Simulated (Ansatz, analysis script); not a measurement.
**Free-standing square Ir monolayer, spacing 3.069 Å: spin spirals and exchange**

The cell holds 1 atom: 1 Ir. Cell: a = 3.069 Å, b = 3.069 Å, c = 14.000 Å, α = 90.0°, β = 90.0°, γ = 90.0°. An idealised lattice of chosen spacing, in vacuum. Vacuum lies along c.

```yaml
method: PBE, PAW set soft_1; spin spirals by the generalised Bloch theorem, no spin–orbit coupling (and 2 further levels or steps)
program: Ansatz 0.2.0 and analysis script 1
settings_of_one_run: cutoff 420 eV, 20×20×1 k-mesh, Fermi-Dirac occupations, smearing width 0.1 eV, cone angle 90 °, wavevectors 11, starting moments 1.74 μB
notes: No spin model is given, since the moments change too much along the path. The cell was taken as built, with atoms unrelaxed. In doubt: the program’s search for lower states was switched off, so a lower magnetic state than those reached may exist.
lowest_point_of_the_path: q = 0
highest_point: 178 meV a magnetic atom
```

No spiral that was run lies below the ferromagnetic state at q = 0, and winding the moments costs up to 178 meV a magnetic atom. The moments change by at most 52 % from their size at q = 0, so they are itinerant and a model of rigid spins is rough.

[Logs and program files are shortened in this print: banners, set-up blocks, solver, clock and traceback lines can be left out without a mark of their own.]

[Logs are printed without paths, hosts, clocks, repeated set-up lines and the standing remarks that a program may print on its own settings, such as how far it seeks lower states.]

[Hosts, paths, dates, database ids (printed as entryN), source tags and the programs' standing remarks are cut or masked in the printed files.]
